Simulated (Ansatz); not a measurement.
**TlBi (Pm-3m): the cell at rest**

Aim: bring TlBi (Pm-3m) to small forces and stress, as phonons need.

Method: DFT PBEsol, scalar-relativistic, plane waves, PAW; PAW set soft_1, in Ansatz 0.2.0.

### 1. The structure

Symmetry: Pm-3m, No. 221, cubic system. The conventional cell has a = 3.992 Å, b = 3.992 Å, c = 3.992 Å, α = 90.00°, β = 90.00°, γ = 90.00°. Nearest to Tl lie 8 Bi at 3.46 Å. Nearest to Bi lie 8 Tl at 3.46 Å. Farther neighbours are not listed.

### 2. Probe on a coarse mesh

First a cheap look: the gap decides the mesh and the occupations, the pressure tells how far the cell has to move.

The input, input.yaml:

```yaml
crystal:
  lattice:
    - [3.991709, 0.0, 0.0]
    - [0.0, 3.991709, 0.0]
    - [0.0, 0.0, 3.991709]
  atoms:
    - { symbol: Tl, position: [0.0, 0.0, 0.0] }
    - { symbol: Bi, position: [0.5, 0.5, 0.5] }
kpoints:
  mp_grid: { grid: [4, 4, 4] }
hamiltonian:
  xc: pbesol
  pseudopotentials: { kind: paw, azcp: { folder: soft_1 }, xc_functional: pbe }
scf:
  occupations: { method: gaussian, width: 0.1 }
output:
  forces: true
  stress: true
  eigenvalues: true
```

Command:

```
$ ansatz run input.yaml --threads 4 --pin off --max-ram 10240MiB --backend cpu --events-out ev --progress --plain --runs-dir out
```

Numbers of over 12 decimals in the logs are rounded to 6 here.

Output:

```text
Engine: ansatz 0.2.0, aarch64-unknown-linux-gnu
Pseudopotentials: kind: paw
Pseudopotential: Tl, paw, valence charge 13, recommended cutoff 420 eV (normal), soft_1/Tl.paw.azcp
Pseudopotential: Bi, paw, valence charge 15, recommended cutoff 420 eV (normal), soft_1/Bi.paw.azcp
Functional definition: PBEsol
  exchange = pbesol_x
  correlation = pbesol_c
Crystal: 2 atoms, lattice volume = 63.603 Å³
[...]
k-point 0: bands = [... 10 lower, -1.1761, 5.3331, 9.5861, 9.5861, 9.5861, 14.8344, 14.8344, 17.6427, ... 4 higher]
  k-point 1: bands = [... 10 lower, -1.1762, 4.0735, 9.6879, 10.2574, 10.2574, 14.3898, 15.2100, 15.8733, ... 4 higher]
  k-point 2: bands = [... 10 lower, -0.9542, 2.7427, 11.1757, 11.3404, 11.4147, 11.4147, 13.8902, 13.8902, ... 4 higher]
  k-point 9: bands = [... 10 lower, 0.2561, 5.5882, 8.4867, 8.4867, 8.4867, 10.0794, 10.0794, 10.0794, ... 4 higher]
[key lines of the parts left out:]
SCF converged after 6 iterations
Free energy (F): -23542.025815 eV
Fermi energy:    10.166858 eV
P = ⅓ Tr σ = -3.4520 GPa (-34.520 kbar)
```

Wall time 1.1 s (4 threads of Arm Neoverse V1, shared host); peak memory 0.31 GiB.

Numbers from this step:

- pressure: -3.452 GPa
- volume per atom: 31.80 Å³
- gap on the k-mesh: 0 eV

The coarse mesh shows no gap and a pressure of -3.5 GPa.

### 3. Bringing the structure to rest

Harmonic phonons are second derivatives at a point where the forces vanish, and they are wanted at zero stress, so atoms and cell are relaxed first.

input.yaml: that of step 2 with these lines changed.

```diff
@@ -9,3 +9,3 @@
 kpoints:
-  mp_grid: { grid: [4, 4, 4] }
+  mp_grid: { grid: [10, 10, 10] }
 hamiltonian:
@@ -19 +19,6 @@
   eigenvalues: true
+relax:
+  adjacent_minimum: "off"
+  f_tol: 0.005
+  max_steps: 80
+  cell: { stress_tol: 0.05 }
```

Output:

```text
[...]
Crystal: 2 atoms, lattice volume = 63.603 Å³
Basis set: ecut = 420 eV, 1237 PW (Γ), exchange–correlation on 54×54×54 points (8 copies of the dense FFT grid, shifted against one another)
Bands: 18, of which v1, the nominal top of the filled ones, is band 14 counted from 1 (13 counted from 0)
Symmetry: 48 space group operations
[...]
k-points: 56 of 1000
[...]
SCF iter   1: F=—  HF=-23542.189529 eV  |F-HF|=—  |Δ(HF+E_count)|=         —  Δρ=1.84e-2  dr2=5.91e-1  ethr=3.10e-3  ⟨swp⟩=6.9  Hψ=11650  notcnv=0  defer=9
[...]
SCF iter   7: F=-23541.958279 eV  HF=-23541.958279 eV  |F-HF|=3.35e-9  |Δ(HF+E_count)|=   1.60e-7  Δρ=3.20e-6  dr2=5.14e-9  ethr=3.57e-10  ⟨swp⟩=10.0  Hψ=6594  notcnv=0
SCF 1 converged in 7 iterations: F = -23541.958279 eV  dr2 = 5.14e-9
[...]
relax step   1: F+E_penalty+E_count = -23541.95827902 eV  Δ(F+E_penalty+E_count) = +0.000e0 eV  max|allowed force component| = 1.016e-28 eV/Å  Δτ_max = 0.0000 Å  P = -2.787 GPa  Ω = 63.603 Å³  (7 SCF iters, dr2 threshold 1.00e-7 eV, accepted)
Crystal: 2 atoms, lattice volume = 59.326 Å³
Basis set: ecut = 420 eV, 1189 PW (Γ), exchange–correlation on 54×54×54 points (8 copies of the dense FFT grid, shifted against one another)
Bands: 22, of which v1, the nominal top of the filled ones, is band 14 counted from 1 (13 counted from 0)
[...]
iter 1 solved again at ethr=2.64e-6 eV; its pass at ethr=3.10e-3 eV (dr2=7.39e-4 eV) is discarded
[...]
SCF iter   5: F=-23542.002175 eV  HF=-23542.002175 eV  |F-HF|=7.35e-10  |Δ(HF+E_count)|=   9.87e-8  Δρ=4.21e-6  dr2=9.10e-9  ethr=7.14e-10  ⟨swp⟩=5.4  Hψ=5251  notcnv=0
SCF 2 converged in 5 iterations: F = -23542.002175 eV  dr2 = 9.10e-9
relax step   2: F+E_penalty+E_count = -23542.00217521 eV  Δ(F+E_penalty+E_count) = -4.390e-2 eV  max|allowed force component| = 2.169e-30 eV/Å  Δτ_max = 0.0000 Å  P = -0.299 GPa  Ω = 59.326 Å³  energy of the carried Pulay correction = +3.298e-4 eV  (5 SCF iters, dr2 threshold 2.00e-7 eV, accepted)
Crystal: 2 atoms, lattice volume = 58.850 Å³
[...]
SCF iter   1: F=—  HF=-23542.002585 eV  |F-HF|=—  |Δ(HF+E_count)|=         —  Δρ=1.44e-4  dr2=1.40e-5  ethr=1.88e-8  ⟨swp⟩=3.0  Hψ=7568  notcnv=0
eigensolver tolerance schedule calibrated: the retry pair's looser diagonalisation under-reported the residual by θ = 0.62 (0.12/decade); ethr = c·dr2/N_el runs at the constant in force after the calibration composes with the one it found (an armed cap, an earlier calibration), c = 7.0e-2
[...]
SCF iter   2: F=—  HF=-23542.002584 eV  |F-HF|=—  |Δ(HF+E_count)|=   8.66e-7  Δρ=8.31e-5  dr2=4.47e-6  ethr=1.88e-8  ⟨swp⟩=2.8  Hψ=2043  notcnv=0
SCF iter   3: F=-23542.002584 eV  HF=-23542.002584 eV  |F-HF|=8.32e-9  |Δ(HF+E_count)|=   9.31e-7  Δρ=1.65e-5  dr2=1.46e-7  ethr=4.98e-10  ⟨swp⟩=4.4  Hψ=5964  notcnv=0
SCF 3 converged in 3 iterations: F = -23542.002584 eV  dr2 = 1.46e-7
relax step   3: F+E_penalty+E_count = -23542.00258352 eV  Δ(F+E_penalty+E_count) = -4.083e-4 eV  max|allowed force component| = 1.026e-29 eV/Å  Δτ_max = 0.0000 Å  P = +0.053 GPa  Ω = 58.850 Å³  energy of the carried Pulay correction = +3.679e-4 eV  (3 SCF iters, dr2 threshold 2.00e-7 eV, accepted)
[...]
relax step   4: F+E_penalty+E_count = -23542.00258922 eV  Δ(F+E_penalty+E_count) = -5.703e-6 eV  max|allowed force component| = 4.996e-30 eV/Å  Δτ_max = 0.0000 Å  P = -0.001 GPa  Ω = 58.921 Å³  energy of the carried Pulay correction = +3.622e-4 eV  (3 SCF iters, dr2 threshold 6.92e-9 eV, accepted)
[...]
SCF iter   5: F=-23542.002254 eV  HF=-23542.002254 eV  |F-HF|=1.09e-11  |Δ(HF+E_count)|=  1.46e-11  Δρ=1.06e-7  dr2=6.04e-12  ethr=1.00e-12  ⟨swp⟩=6.4  Hψ=5456  notcnv=0
SCF 5 converged in 5 iterations: F = -23542.002254 eV  dr2 = 6.04e-12
relax step   5: F+E_penalty+E_count = -23542.00225432 eV  Δ(F+E_penalty+E_count) = +3.349e-4 eV  max|allowed force component| = 7.889e-30 eV/Å  Δτ_max = 0.0000 Å  P = -0.004 GPa  Ω = 58.921 Å³  stress off target by 3.72e-3 GPa  SCF on the basis re-selected at this cell (its energy is not comparable with the rows above)  (5 SCF iters)
basis re-selected at this cell: Δ(F+E_penalty+E_count) = +3.349e-4 eV, ΔP = -0.003 GPa vs the last step (what re-selecting the basis moved, of the pressure what is left beyond the Pulay correction that the steps carried, after the strain that the cell walked since its last selection, with what the two solves' SCF thresholds leave and, on support functions, any second-order correction that the steps lacked; it is no m [...]
SCF converged after 5 iterations
Free energy (F): -23542.002254 eV
[...]
Internal energy: -23541.991317 eV  (E = F + TS)
E sigma→0 (E₀):  -23541.996786 eV
Entropy (-TS):   -0.010937 eV (-5.469 meV/atom)
Fermi energy:    11.129218 eV
[...]
--- Stress (GPa, compression-positive) ---
       -0.003717      -0.000000      -0.000000
       -0.000000      -0.003717      -0.000000
       -0.000000      -0.000000      -0.003717
  P = ⅓ Tr σ = -0.0037 GPa (-0.037 kbar)
--- Band table (eV; the first three rows and the last of 56) ---
  k-point 0: bands = [... 10 lower, -0.0603, 6.7349, 10.6605, 10.6605, 10.6605, 16.0666, 16.0666, 19.4371, ... 4 higher]
  k-point 1: bands = [... 10 lower, -0.0604, 6.4201, 10.6604, 10.7857, 10.7857, 16.1258, 16.6310, 18.5766, ... 4 higher]
  k-point 2: bands = [... 10 lower, -0.0608, 5.6275, 10.7857, 11.1500, 11.1500, 16.3023, 16.7774, 18.0342, ... 4 higher]
  k-point 55: bands = [... 10 lower, 1.4353, 6.8178, 9.5321, 9.5321, 9.5321, 11.0775, 11.0775, 11.0775, ... 4 higher]
--- Relaxed structure (4 steps of the walk, 4 accepted, 1 SCFs on fresh bases) ---
  F+E_penalty+E_count = -23542.00225432 eV   max|allowed force component| = 7.889e-30 eV/Å   (the final SCF, on the basis selected at the relaxed cell)
  cell:  # Å, volume = 58.9210 Å³
    - [3.891259, 0, 0]
    - [0, 3.891259, 0.0]
    - [0, 0.0, 3.891259]
  atoms:
    - { symbol: Tl, position: [0, 0, 0] }
    - { symbol: Bi, position: [0.5, 0.5, 0.5] }
```

Elapsed: 6.3 s, on 4 threads; peak memory 0.4 GiB.

The steps of the relaxation:

```tsv
step	energy less that of the first step (eV)	largest force component (eV/Å)	pressure (GPa)	volume (Å³)
1	0.0000	0.0000	-2.79	63.60
2	-0.0439	0.0000	-0.30	59.33
3	-0.0443	0.0000	0.05	58.85
4	-0.0443	0.0000	0.00	58.92
5*	-0.0440	0.0000	0.00	58.92
```

Relaxation steps marked * repeat the geometry before them on a plane-wave basis chosen anew for their cell, so energy and pressure can jump there.

The run keeps the 48 symmetry operations that it works with, so distortions that break them were not tested.

```tsv
conventional cell, symmetrised	before	after	change
a (Å)	3.992	3.891	-2.5 %
b (Å)	3.992	3.891	-2.5 %
c (Å)	3.992	3.891	-2.5 %
volume (Å³/atom)	31.80	29.46	-7.4 %
```

The relaxed structure:

```xyz
2
Lattice="3.8913 0.0000 0.0000 0.0000 3.8913 0.0000 0.0000 0.0000 3.8913" Properties=species:S:1:pos:R:3 pbc="T T T"
Tl    0.0000    0.0000    0.0000
Bi    1.9456    1.9456    1.9456
```

This step gave:

```
pressure        : -0.003717 GPa
volume per atom : 29.46 Å³
```

In this step the volume went from 31.80 to 29.46 Å³/atom.

### 4. Relaxing to small forces for the phonons

Phonons need a cell at rest on their own settings, so the relaxation is repeated with tight tolerances on forces and stress on the k mesh and occupations of the first response run.

input.yaml, the sections that differ from step 3:

```yaml
crystal:
  lattice:
    - [3.8912591549, 0.0, 0.0]
    - [0.0, 3.8912591549, 0.0]
    - [0.0, 0.0, 3.8912591549]
  atoms:
    - { symbol: Tl, position: [0.0, 0.0, 0.0] }
    - { symbol: Bi, position: [0.5, 0.5, 0.5] }
kpoints:
  mp_grid: { grid: [12, 12, 12] }
scf:
  occupations: { method: methfessel_paxton, width: 0.2 }
relax:
  adjacent_minimum: "off"
  f_tol: 0.001
  max_steps: 60
  cell: { stress_tol: 0.01 }
# hamiltonian, output: as in step 3
```

Output:

```text
[...]
Crystal: 2 atoms, lattice volume = 58.921 Å³
Basis set: ecut = 420 eV, 1189 PW (Γ), exchange–correlation on 54×54×54 points (8 copies of the dense FFT grid, shifted against one another)
Bands: 18, of which v1, the nominal top of the filled ones, is band 14 counted from 1 (13 counted from 0)
Symmetry: 48 space group operations
[...]
k-points: 84 of 1728
[...]
k-point 83: bands = [... 10 lower, 1.4758, 6.8676, 9.5703, 9.5703, 9.5703, 11.1171, 11.1171, 11.1171, ... 4 higher]
--- Relaxed structure (3 steps of the walk, 3 accepted, 1 SCFs on fresh bases) ---
[...]
cell:  # Å, volume = 58.7540 Å³
    - [3.887578, 0, 0]
    - [0, 3.887578, 0.0]
    - [0, 0.0, 3.887578]
  atoms:
    - { symbol: Tl, position: [0, 0, 0] }
    - { symbol: Bi, position: [0.5, 0.5, 0.5] }
[key lines of the parts left out:]
SCF converged after 6 iterations
Free energy (F): -23542.011199 eV
Fermi energy:    11.236046 eV
P = ⅓ Tr σ = -0.0002 GPa (-0.002 kbar)
```

It took 6.7 s on 4 threads; peak memory 0.42 GiB; 24 s of CPU time.

Little changed from the start: no atom moved by 0.005 Å and no cell edge by 0.1 %.

This step gave:

```yaml
pressure: -2.03e-4 GPa
volume_per_atom: 29.38 Å³
```

The forces vanish by symmetry and the pressure is 0.000 GPa, within the tolerances set. The cell now holds 29.38 Å³/atom.

### 5. Summary of results

- space group after relaxation (within 0.01 Å): Pm-3m
- lattice constant a: 3.888 Å
- lattice constant b: 3.888 Å
- lattice constant c: 3.888 Å
- volume per atom: 29.4 Å³

In words: The forces vanish by symmetry and the pressure is 0.000 GPa, within the tolerances set. The cell now holds 29.38 Å³/atom. The relaxation keeps the symmetry of its start, so it says nothing on stability against lower symmetry. Spin-orbit coupling is left out, which can matter for the heavy elements here. The PAW files were made for PBE and serve the other functionals too.

[Logs are printed without paths, hosts, clocks, repeated set-up lines and the standing remarks that a program may print on its own settings, such as how far it seeks lower states.]

[Hosts, paths, dates, database ids (printed as entryN), source tags and the programs' standing remarks are cut or masked in the printed files.]
